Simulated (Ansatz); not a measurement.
## What Sr2C (model cell, started as antifluorite) distorts into

Which phase does Sr2C (model cell, started as antifluorite) fall into along its unstable mode, and how much energy does it gain?

Main program and level: Ansatz 0.2.0; DFT PBEsol, scalar-relativistic, plane waves, PAW.

This is a report of a sequence of runs, with most program output left out.

The structure was built from a prototype and need not be the compound's stable phase.

**1. The structure**

Symmetry: Fm-3m, No. 225, cubic system. The conventional cell has a = 6.617 Å, b = 6.617 Å, c = 6.617 Å, α = 90.00°, β = 90.00°, γ = 90.00°. C has 8 Sr at 2.87 Å nearest. Nearest to Sr lie 4 C at 2.87 Å. Farther neighbours are not listed.

**2. The dispersion**

The cell comes from relaxations at this level that are not shown. Stability and thermal properties need the whole zone. Linear response on a 4×4×4 q mesh gives force constants as far as a supercell of that size would.

The input, input.yaml:

```yaml
crystal:
  lattice:
    - [0.0, 3.308675767, 3.308675767]
    - [3.308675767, 0.0, 3.308675767]
    - [3.308675767, 3.308675767, 0.0]
  atoms:
    - { symbol: C, position: [0.0, 0.0, 0.0] }
    - { symbol: Sr, position: [0.25, 0.25, 0.25] }
    - { symbol: Sr, position: [0.75, 0.75, 0.75] }
kpoints:
  mp_grid: { grid: [12, 12, 12] }
hamiltonian:
  xc: pbesol
scf:
  occupations: { method: methfessel_paxton, width: 0.2 }
output:
  eigenvalues: true
phonons:
  method: dfpt
  qmesh: [4, 4, 4]
  temperatures: { t_max: 1000, t_step: 50 }
  qpath:
    path:
      - [[0.0, 0.0, 0.0], [0.5, 0.0, 0.5], [0.625, 0.25, 0.625]]
      - [[0.375, 0.375, 0.75], [0.0, 0.0, 0.0], [0.5, 0.5, 0.5], [0.5, 0.25, 0.75], [0.5, 0.0, 0.5]]
    npoints: 10
```

Run with:

```bash
> ansatz run input.yaml --threads 4 --pin off --max-ram 7168MiB --backend cpu --events-out ev --progress --plain --runs-dir out
```

Run time: 6.1 min. Hardware: 4 threads of Arm Neoverse V2, shared host; peak memory 4.2 GiB.

This step gave:

| Quantity | Value |
| --- | --- |
| volume per atom | 24.15 Å³ |
| gap on the k-mesh | 0 eV |
| sum-rule residual before enforcement | 6.56e-6 eV/Å² |
| lowest frequency on the path | -39.48 cm⁻¹ |
| point group | m-3m |
| highest frequency on the path or at a solved wavevector | 331 cm⁻¹ |
| highest optical mode at the zone centre (no LO-TO term) | 203.1 cm⁻¹ |
| lowest optical zone-centre mode | 127.7 cm⁻¹ |
| lowest mode on the q mesh (acoustic modes at Γ apart) | -39.48 cm⁻¹ |

Frequencies (cm⁻¹) solved at each irreducible wavevector; negative means imaginary. Frequencies by wavevector, by row:

```csv
q in reciprocal lattice units,star,mode 1,mode 2,mode 3,mode 4,mode 5,mode 6,mode 7,mode 8,mode 9
0 0 0,1,0,0,0,127.7,127.7,127.7,203.1,203.1,203.1
0 0 0.25,8,61.3,61.3,68,121.8,123.3,123.3,201.3,201.3,262.6
0 0 -0.5,4,96.2,99.5,99.5,116.3,116.3,125.5,191.3,191.3,319.9
0 0.25 0.25,6,30.9,30.9,88.3,114.8,126.4,126.4,200.3,200.3,276.3
0 0.25 -0.5,24,46.5,68,69.7,124.2,127,149.9,178.3,223.5,306.9
0 0.25 -0.25,12,37.7,95.3,101,111.8,112.2,146.4,171,248.2,289.1
0 -0.5 -0.5,3,-39.5,51.3,51.3,101.5,101.5,162.1,175.3,175.3,331
0.25 -0.5 -0.25,6,-18,38.7,105.7,105.7,121,160.3,180.1,277.2,277.2
```

Interpolated from a 4×4×4 q mesh. Phonon branches along the path, in cm⁻¹:

```csv
point,branch 1,branch 2,branch 3,branch 4,branch 5,branch 6,branch 7,branch 8,branch 9
Γ,0,0,0,128,128,128,203,203,203
halfway,31,31,88,115,126,126,200,200,276
X,-40,51,51,102,102,162,175,175,331
halfway,-36,56,57,107,115,162,173,190,327
U,-22,68,70,118,126,161,168,233,311
jump to K,-22,68,70,118,126,161,168,233,311
halfway,37,88,91,107,113,138,186,222,276
Γ,0,0,0,128,128,128,203,203,203
halfway,61,61,68,122,123,123,201,201,263
L,96,100,100,116,116,126,191,191,320
halfway,54,66,102,110,133,147,176,245,300
W,-18,39,106,106,121,160,180,277,277
halfway,-32,47,73,111,119,162,177,205,321
X,-40,51,51,102,102,162,175,175,331
```

Symmetry leaves 8 wavevectors to solve. The lowest mode among them, the acoustic zeros apart, lies at q = (0, -0.5, -0.5) and is imaginary, 39.5i cm⁻¹, so the energy falls along it.

**3. The mode frozen in, largest atomic shift 0 Å**

The mode followed lies at q = (0.25, -0.5, -0.25) with frequency 18.0i cm⁻¹, one of the unstable modes though not the softest. At small amplitude the distorted cell has space group no. 142 by a symmetry search on the positions. The undistorted cell that holds it gives the zero of energy on the same k mesh.

System of this step: Sr2C (model cell, started as antifluorite). Symmetry: Fm-3m, No. 225, cubic system. Conventional cell: a = 6.617 Å, b = 6.617 Å, c = 6.617 Å, α = 90.00°, β = 90.00°, γ = 90.00°. C has 8 Sr at 2.87 Å nearest. Sr has 4 C at 2.87 Å nearest. Farther neighbours are not listed.

The input, input.yaml:

```yaml
crystal:
  lattice:
    - [0.0, 0.0, -6.617351534]
    - [6.617351534, 0.0, 0.0]
    - [3.308675767, -6.617351534, -3.308675767]
  atoms:
    - { symbol: C, position: [0.5, 0.5, 0.0] }
    - { symbol: C, position: [0.0, 0.0, 0.0] }
    - { symbol: C, position: [0.25, 0.75, 0.5] }
    - { symbol: C, position: [0.75, 0.25, 0.5] }
    - { symbol: Sr, position: [0.625, 0.625, 0.25] }
    - { symbol: Sr, position: [0.125, 0.125, 0.25] }
    - { symbol: Sr, position: [0.375, 0.875, 0.75] }
    - { symbol: Sr, position: [0.875, 0.375, 0.75] }
    - { symbol: Sr, position: [0.375, 0.375, 0.75] }
    - { symbol: Sr, position: [0.875, 0.875, 0.75] }
    - { symbol: Sr, position: [0.125, 0.625, 0.25] }
    - { symbol: Sr, position: [0.625, 0.125, 0.25] }
kpoints:
  mp_grid: { grid: [6, 6, 6] }
hamiltonian:
  xc: pbesol
scf:
  occupations: { method: methfessel_paxton, width: 0.2 }
output:
  forces: true
  stress: true
  eigenvalues: true
```

It took 6.3 s on 4 threads; peak memory 0.88 GiB.

This step gave:

| Quantity | Value |
| --- | --- |
| pressure | 0.01616 GPa |
| energy from the undistorted cell | 0 meV/atom |

The run ends at a pressure of 0.02 GPa.

**4. The mode frozen in, largest atomic shift 0.14 Å**

The atoms are moved along the unstable eigenvector, the largest shift by 0.14 Å, with the cell fixed.

The input, input.yaml:

```yaml
crystal:
  lattice:
    - [0.0, 0.0, -6.617351534]
    - [6.617351534, 0.0, 0.0]
    - [3.308675767, -6.617351534, -3.308675767]
  atoms:
    - { symbol: C, position: [0.5, 0.5, 0.0] }
    - { symbol: C, position: [0.0, 0.0, 0.0] }
    - { symbol: C, position: [0.25, 0.75, 0.5] }
    - { symbol: C, position: [0.75, 0.25, 0.5] }
    - { symbol: Sr, position: [0.625, 0.6461565003, 0.25] }
    - { symbol: Sr, position: [0.125, 0.1038434997, 0.25] }
    - { symbol: Sr, position: [0.3538434997, 0.875, 0.75] }
    - { symbol: Sr, position: [0.8961565003, 0.375, 0.75] }
    - { symbol: Sr, position: [0.3961565003, 0.375, 0.75] }
    - { symbol: Sr, position: [0.8538434997, 0.875, 0.75] }
    - { symbol: Sr, position: [0.125, 0.6038434997, 0.25] }
    - { symbol: Sr, position: [0.625, 0.1461565003, 0.25] }
kpoints:
  mp_grid: { grid: [6, 6, 6] }
hamiltonian:
  xc: pbesol
scf:
  occupations: { method: methfessel_paxton, width: 0.2 }
output:
  forces: true
  stress: true
  eigenvalues: true
```

Run time: 6.5 s. Hardware: 4 threads; peak memory 0.89 GiB.

Numbers from this step:

```
pressure                         : 0.2304 GPa
energy from the undistorted cell : -0.526 meV/atom
```

The energy, extrapolated to zero smearing, is -0.53 meV/atom against the undistorted cell.

The run ends at a pressure of 0.23 GPa, with forces up to 0.0055 eV/Å.

**5. Energy along the mode, all amplitudes (two of the runs are shown above)**

An imaginary frequency means negative curvature, so the energy should fall and then rise again as anharmonic terms take over.

This step gave:

| Quantity | Value |
| --- | --- |
| depth at the lowest point sampled | 0.526 meV/atom |
| largest atomic shift at that point | 0.14 Å |

Energy from the parent against largest atomic shift:

```csv
largest atomic shift (Å),energy from the parent (meV/atom)
0.000,0
0.040,-0.06
0.080,-0.222
0.140,-0.526
0.220,-0.5
0.320,1.94
0.450,13.8
```

Displacement at unit largest shift by atom:

```csv
atom,x (Å),y (Å),z (Å),size
C1,0.00,0.00,0.00,0.00
C2,0.00,0.00,0.00,0.00
C3,0.00,0.00,0.00,0.00
C4,0.00,0.00,0.00,0.00
Sr5,1.00,0.00,0.00,1.00
Sr6,-1.00,0.00,0.00,1.00
Sr7,0.00,0.00,1.00,1.00
Sr8,0.00,0.00,-1.00,1.00
Sr9,0.00,0.00,-1.00,1.00
Sr10,0.00,0.00,1.00,1.00
Sr11,-1.00,0.00,0.00,1.00
Sr12,1.00,0.00,0.00,1.00
```

The lowest of the steps tried is at 0.14 Å, 0.526 meV/atom below the parent; the bottom of the well need not coincide with a step.

**6. Relaxation from the frozen mode**

Starting from the lowest point found, all atoms and the cell are let go, so that strain and other modes of the same symmetry can join in.

input.yaml, as its differences from that of step 4:

```diff
@@ -28 +28,6 @@
   eigenvalues: true
+relax:
+  adjacent_minimum: "off"
+  f_tol: 0.002
+  max_steps: 120
+  cell: { stress_tol: 0.03 }
```

Wall time 67 s (4 threads); peak memory 0.93 GiB; 4.4 min of CPU time.

Step by step:

```csv
step,energy less that of the first step (eV),largest force component (eV/Å),pressure (GPa),volume (Å³)
1,0.0000,0.0055,0.23,289.77
2,0.0005,0.0131,-0.19,293.21
3,-0.0011,0.0099,-0.03,291.99
4,-0.0037,0.0050,0.01,293.33
5,-0.0020,0.0135,0.11,295.23
6,-0.0041,0.0019,0.00,294.04
7,-0.0040,0.0006,0.00,294.54
8,-0.0041,0.0000,0.00,294.45
9*,-0.0062,0.0001,0.01,294.45
```

Relaxation steps marked * repeat the geometry before them on a plane-wave basis chosen anew for their cell, so energy and pressure can jump there. Relaxation step 5 was tried and not accepted.

The run keeps the 16 symmetry operations that it works with, so distortions that break them were not tested.

```csv
"conventional cell, symmetrised",before,after,change
a (Å),6.617,6.654,+0.6 %
b (Å),6.617,6.654,+0.6 %
c (Å),13.235,13.299,+0.5 %
volume (Å³/atom),24.15,24.54,+1.6 %
```

The atoms that moved most (Å, as changes of fractional coordinates times the final cell):

```csv
atom,dx,dy,dz,length
Sr11,-0.095,0.000,0.000,0.095
Sr6,-0.095,0.000,0.000,0.095
Sr7,0.000,0.000,0.095,0.095
Sr12,0.095,0.000,0.000,0.095
Sr5,0.095,0.000,0.000,0.095
Sr9,0.000,0.000,-0.095,0.095
Sr10,0.000,0.000,0.095,0.095
Sr8,0.000,0.000,-0.095,0.095
```

The relaxed structure:

```xyz
12
Lattice="0.0000 0.0000 -6.6544 6.6544 0.0000 0.0000 3.3272 -6.6494 -3.3272" Properties=species:S:1:pos:R:3 pbc="T T T"
C     3.3272    0.0000   -3.3272
C     0.0000    0.0000    0.0000
C     6.6544   -3.3247   -3.3272
C     3.3272   -3.3247   -6.6544
Sr    5.2267   -1.6624   -4.9908
Sr    1.4277   -1.6624   -1.6636
Sr    8.3180   -4.9871   -4.7549
Sr    4.9908   -4.9871   -8.5540
Sr    4.9908   -4.9871   -5.2267
Sr    8.3180   -4.9871   -8.0821
Sr    4.7549   -1.6624   -1.6636
Sr    1.8995   -1.6624   -4.9908
```

Numbers from this step:

| Item | Value |
| --- | --- |
| pressure | 0.01117 GPa |
| volume per atom | 24.54 Å³ |

The distorted start has space group I4_1/acd; the relaxation ends in I4_1/acd.

**7. The phases reached**

The phases reached along the modes that were followed are set side by side.

Energies are those of the first relaxation, on the mesh of the frozen mode; space group, volume and gap are those of the last relaxation. Phases, by row:

```csv
mode frozen in,space group,energy from parent (meV/atom),volume (Å³/atom),gap on mesh (eV),lowest zone-centre optical mode (cm⁻¹),largest shift (Å)
parent,Fm-3m,0,24.15,0,–,–
"q = (0, -0.5, -0.5), 39i cm⁻¹",P4_2/nmc,-23.32,26.03,0,-36.2,0.528
"q = (0.25, -0.5, -0.25), 18i cm⁻¹",I4_1/acd,-1.09,24.54,0,–,0.236
```

**8. What came out**

| Quantity | Value |
| --- | --- |
| unstable mode of the parent | q = (0.25, -0.5, -0.25), 18i cm⁻¹ |
| depth at the lowest point sampled | 0.526 meV/atom |
| largest atomic shift at that point | 0.14 Å |
| space group reached (within 0.01 Å) | I4_1/acd |
| energy gained over the parent (first relaxation, on the mesh of the frozen mode) | 1.09 meV/atom |
| volume per atom, phase reached | 24.5 Å³ |

Along this mode the structure falls into I4_1/acd, 1.09 meV/atom below the parent. At the parent's cell the well is 0.526 meV/atom deep on the steps tried, with its lowest point at a shift of 0.14 Å. Relaxing atoms and cell changes the gain by +0.56 meV/atom against the lowest step (energies at zero smearing). The modes of the phase reached were not computed on this path. How so shallow a well moves with the k mesh was not tested. Of the 2 patterns followed to their end from this parent, this one ends 22.2 meV/atom above the lowest, P4_2/nmc. Each path keeps the symmetry of its pattern, so a lower phase may lie along a pattern not tried. With no gap, or one that is small against the smearing, the frequencies hang on the k mesh and the smearing, most of all near Kohn anomalies. The starting cell was built on a prototype and not taken from a measurement, so the phase need not exist.

[Logs are printed without paths, hosts, clocks, repeated set-up lines and the standing remarks that a program may print on its own settings, such as how far it seeks lower states.]

[Hosts, paths, dates, database ids (printed as entryN), source tags and the programs' standing remarks are cut or masked in the printed files.]
